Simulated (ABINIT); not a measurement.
# A GW chain in ABINIT: AlN (F-43m), part 3 of 3

Aim: the G0W0 gap of AlN (F-43m) on PBE, step by step.

ABINIT 10.8.3; PBE and many-body steps on it, plane waves. Known limits of the many-body steps: not at the basis limit; coarse k mesh.

So far. Step 4 (Empty states on the mesh, 4×4×4 mesh, 23 bands): On this mesh the gap is 3.325 eV. Step 5 (Screening, 4×4×4 mesh, 19 bands, screening to 108.8 eV): Local fields lower ε∞ by 8 %. On a Γ-centred mesh this coarse the value itself is usually too large, while a short band sum pulls it down.

### Step 6. Self-energy, 4×4×4 mesh, 19 bands, screening to 108.8 eV

The self-energy is evaluated for the states that the input lists, and the levels follow from it, in one-shot runs by the linearised quasiparticle equation.

This step: G0W0 on PBE, plane waves, norm-conserving pseudopotentials.

The input, run.abi:

```
acell 3*1.0 Angstrom
rprim 
  -0.000000000000 2.183993559600 2.183993559600
  2.183993559600 -0.000000000000 2.183993559600
  2.183993559600 2.183993559600 -0.000000000000
ntypat 2
znucl 13 7
natom 2
typat 1 2
xred 
  0.000000000000 0.000000000000 0.000000000000
  0.750000000000 0.750000000000 0.750000000000
pp_dirpath "pseudos"
pseudos "Al.upf, N.upf"
ecut 36
ngkpt 4 4 4
nshiftk 1
shiftk 0 0 0
kptopt 1
chksymbreak 0
istwfk *1
occopt 1
irdwfk 1
optdriver 4
nband 19
gwcalctyp 0
ecutsigx 36
symsigma 1
nkptgw 2
kptgw 
  0.0000000000 0.0000000000 0.0000000000
  0.5000000000 0.5000000000 0.0000000000
bdgw 
  2 8
  3 6
ecuteps 4
irdscr 1
ppmodel 1
indata_prefix "in"
outdata_prefix "out"
tmpdata_prefix "tmp"
```

On the command line:

```
OMP_NUM_THREADS=1 mpirun -n 4 abinit run.abi > log
```

Numbers of over 12 decimals in the logs are rounded to 6 here.

Output:

```text
.Version 10.8.3 of ABINIT. v10.8.2 released Aug 2026.

 Symmetries : space group F-4 3 m (#216); Bravais cF (face-center cubic)
[... echo of the input left out ...]
== DATASET  1 ==================================================================
-   mpi_nproc: 4, omp_nthreads: 1 (-1 if OMP is not activated)

--- !DatasetInfo
iteration_state: {dtset: 1, }
dimensions: {natom: 2, nkpt: 8, mband: 19, nsppol: 1, nspinor: 1, nspden: 1, mpw: 1475, }
cutoff_energies: {ecut:  36.0, pawecutdg:  -1.0, }
electrons: {nelect:   8.00000000E+00, charge:   0.00000000E+00, occopt:   1.00000000E+00, tsmear:   1.00000000E-02, }

 SIGMA: Calculation of the GW corrections

 Based on a program developped by R.W. Godby, V. Olevano, G. Onida, and L. Reining.
 Incorporated in ABINIT by V. Olevano, G.-M. Rignanese, and M. Torrent.
.Using double precision arithmetic ; gwpc =  8

[... cell and pseudopotentials left out ...]
--------------------------------------------------------------------------------

 ==== K-mesh for the wavefunctions ====
 Number of points in the irreducible wedge :     8
[... list of points left out ...]
 Together with 24 symmetry operations and time-reversal symmetry
 yields    64 points in the full Brillouin Zone.

 ==== Q-mesh for screening function ====
 Number of points in the irreducible wedge :     8
[... list of points left out ...]
 Together with 24 symmetry operations and time-reversal symmetry
 yields    64 points in the full Brillouin Zone.

 vcoul_init : cutoff-mode = AUXILIARY_FUNCTION
 q-points for optical limit:   1
     1)      0.000010    0.000020    0.000030
 setmesh: FFT mesh size selected  =    32x   32x   32
          total number of points  =        32768

 Number of electrons calculated from density =    8.0000; Expected =    8.0000
 average of density, n =  0.056900
 r_s =    1.6129
 omega_plasma =   23.0097 [eV]

 === KS Band Gaps ===
  >>>> For spin  1
   Minimum direct gap =   4.1921 [eV], located at k-point      :   0.0000  0.0000  0.0000
   Fundamental gap    =   3.3248 [eV], Top of valence bands at :   0.0000  0.0000  0.0000
                                       Bottom of conduction at :   0.5000  0.5000  0.0000
 SIGMA fundamental parameters:
 PLASMON POLE MODEL  1
 number of plane-waves for SigmaX                 1459
 number of plane-waves for SigmaC and W             59
 number of plane-waves for wavefunctions          1459
 number of bands                                    19
 number of independent spin polarizations            1
 number of spinorial components                      1
 number of k-points in IBZ                           8
 number of q-points in IBZ                           8
 number of symmetry operations                      24
 number of k-points in BZ                           64
 number of q-points in BZ                           64
 number of frequencies for dSigma/dE                 9
 frequency step for dSigma/dE [eV]                0.25
 number of omega for Sigma on real axis              0
 max omega for Sigma on real axis  [eV]           0.00
 zcut for avoiding poles [eV]                     0.10

 EPSILON^-1 parameters (SCR file):
 dimension of the eps^-1 matrix on file             59
 dimension of the eps^-1 matrix used                59
 number of plane-waves for wavefunctions          1459
 number of bands                                    19
 number of q-points in IBZ                           8
 number of frequencies                               2
 number of real frequencies                          1
 number of imag frequencies                          1

 matrix elements of self-energy operator (all in [eV])

 Perturbative Calculation

--- !SelfEnergy_ee
iteration_state: {dtset: 1, }
kpoint     : [   0.000,    0.000,    0.000, ]
spin       : 1
KS_gap     :    4.192
QP_gap     :    5.403
Delta_QP_KS:    1.211
data: !SigmaeeData |
     Band     E0 <VxcDFT>   SigX SigC(E0)      Z dSigC/dE  Sig(E)    E-E0       E
        2   5.159 -16.969 -21.026   3.831   0.792  -0.262 -17.148  -0.179   4.979
        3   5.159 -16.969 -21.026   3.831   0.792  -0.262 -17.148  -0.179   4.979
        4   5.159 -16.969 -21.026   3.831   0.792  -0.262 -17.148  -0.179   4.979
        5   9.351 -12.519  -7.849  -3.411   0.819  -0.221 -11.488   1.032  10.382
        6  17.748  -9.879  -4.051  -4.362   0.822  -0.216  -8.673   1.206  18.954
        7  17.748  -9.879  -4.051  -4.362   0.822  -0.216  -8.673   1.206  18.954
        8  17.748  -9.879  -4.051  -4.362   0.822  -0.216  -8.673   1.206  18.954

--- !SelfEnergy_ee
iteration_state: {dtset: 1, }
kpoint     : [   0.500,    0.500,    0.000, ]
spin       : 1
KS_gap     :    5.100
QP_gap     :    6.401
Delta_QP_KS:    1.300
data: !SigmaeeData |
     Band     E0 <VxcDFT>   SigX SigC(E0)      Z dSigC/dE  Sig(E)    E-E0       E
        3   3.383 -15.437 -20.140   3.995   0.787  -0.270 -15.994  -0.557   2.826
        4   3.383 -15.437 -20.140   3.995   0.787  -0.270 -15.994  -0.557   2.826
        5   8.483  -9.184  -4.869  -3.427   0.837  -0.194  -8.441   0.743   9.226
        6  13.810  -9.447  -4.311  -3.830   0.841  -0.189  -8.349   1.098  14.908

== END DATASET(S) ==============================================================
================================================================================

 -outvars: echo values of variables after computation  --------
           etotal      0.0000000000E+00
            nband          19
             nkpt           8
          spgroup         216
 [... the other variables as echoed above ...]

 Calculation completed.
```

The job ended after 2.1 s (4 MPI ranks of Intel Xeon Platinum 8559C (Emerald Rapids), shared host; peak memory 0.1 GiB; 7.6 s of CPU time).

This step gave:

| Property | Result |
| --- | --- |
| G0W0 gap on the points computed | 4.247 eV |
| starting gap on the mesh | 3.325 eV |
| k of the valence top | 0, 0, 0 |
| k of the conduction bottom | 0.5, 0.5, 0 |
| Z at the valence top | 0.792 |
| Z at the conduction bottom | 0.837 |
| least direct G0W0 gap on the computed points | 5.403 eV |

The gap on the mesh goes from 3.32 eV to 4.25 eV, a correction of +0.92 eV.

Limits: finite bands, cutoff and mesh; coarse k mesh. v1 is the top filled band, c1 the lowest empty one. Levels before and after the correction, in eV, zero at the valence-band top of each column:

```tsv
	conduction bottom	valence top
Kohn-Sham	3.32	0.00
G0W0	4.25	0.00
```

```tsv
	level	energy (eV)
Kohn-Sham	Γ v3-v1	0.000
Kohn-Sham	Γ c1	4.192
Kohn-Sham	Γ c2-c4	12.589
Kohn-Sham	(0.5 0.5 0) v2-v1	-1.776
Kohn-Sham	(0.5 0.5 0) c1	3.325
Kohn-Sham	(0.5 0.5 0) c2	8.652
G0W0	Γ v3-v1	0.000
G0W0	Γ c1	5.403
G0W0	Γ c2-c4	13.975
G0W0	(0.5 0.5 0) v2-v1	-2.153
G0W0	(0.5 0.5 0) c1	4.247
G0W0	(0.5 0.5 0) c2	9.929
```

### Step 7. Where the time went

Times are wall times on 4 MPI ranks of Intel Xeon Platinum 8559C (Emerald Rapids), shared host, good to a factor of about two.

```tsv
step	time	share	memory (GiB)
ground state	4 s	27 %	0.29
bands along the symmetry lines	3.4 s	23 %	0.28
empty states on the mesh	2.6 s	18 %	0.07
screening	2.6 s	18 %	0.09
self-energy	2.1 s	15 %	0.1
```

### Step 8. Results

```json
{"PBE gap": "3.32 eV, indirect", "G0W0 gap on the mesh": "4.25 eV", "GW settings": "4×4×4 mesh, 19 bands, screening to 108.8 eV, Godby-Needs plasmon pole", "known limits": "not at the basis limit; coarse k mesh"}
```

**Reading.** G0W0 moves the gap on the mesh from 3.32 eV to 4.25 eV (+0.92 eV), with Z of 0.79 and 0.84 at the edges. Local fields lower the RPA ε∞ on this mesh from 5.32 to 4.87; a Γ-centred mesh this coarse tends to raise both, most where the direct gap is narrow, while a short band sum lowers them. Only 2 of the mesh's irreducible points were corrected, so a valley elsewhere could overtake. Bands and cutoff are finite, so the gap is not at the basis limit. The miss can reach some tenths of an eV and take either sign; the mesh is an error of its own. In the G0W0 run levels were corrected at 2 k points alone, so a gap called «on the mesh» is the least over those, and an edge elsewhere would be missed. The 4×4×4 mesh is coarse for this cell, which bears on the long-range parts of exchange and screening.

[Paths, hosts, dates, memory and timing lines, banners, echoed tables and standing remarks are left out of the program output.]

[Logs are printed without paths, hosts, clocks, repeated set-up lines and the standing remarks that a program may print on its own settings, such as how far it seeks lower states.]

[Runs of the session that timed out or met a known fault of the program may be left out.]

[Hosts, paths, dates, database ids (printed as entryN), source tags and the programs' standing remarks are cut or masked in the printed files.]

[G0W0 gaps are taken among the corrected bands and points alone; a level outside them can change the order at an edge.]

[Where Ansatz stands beside ABINIT at settings called matched, ABINIT's density can come from a denser mesh and the files from another edition; pairs whose starting gaps differed by over 0.03 eV were left out, so agreement reads better than it is.]
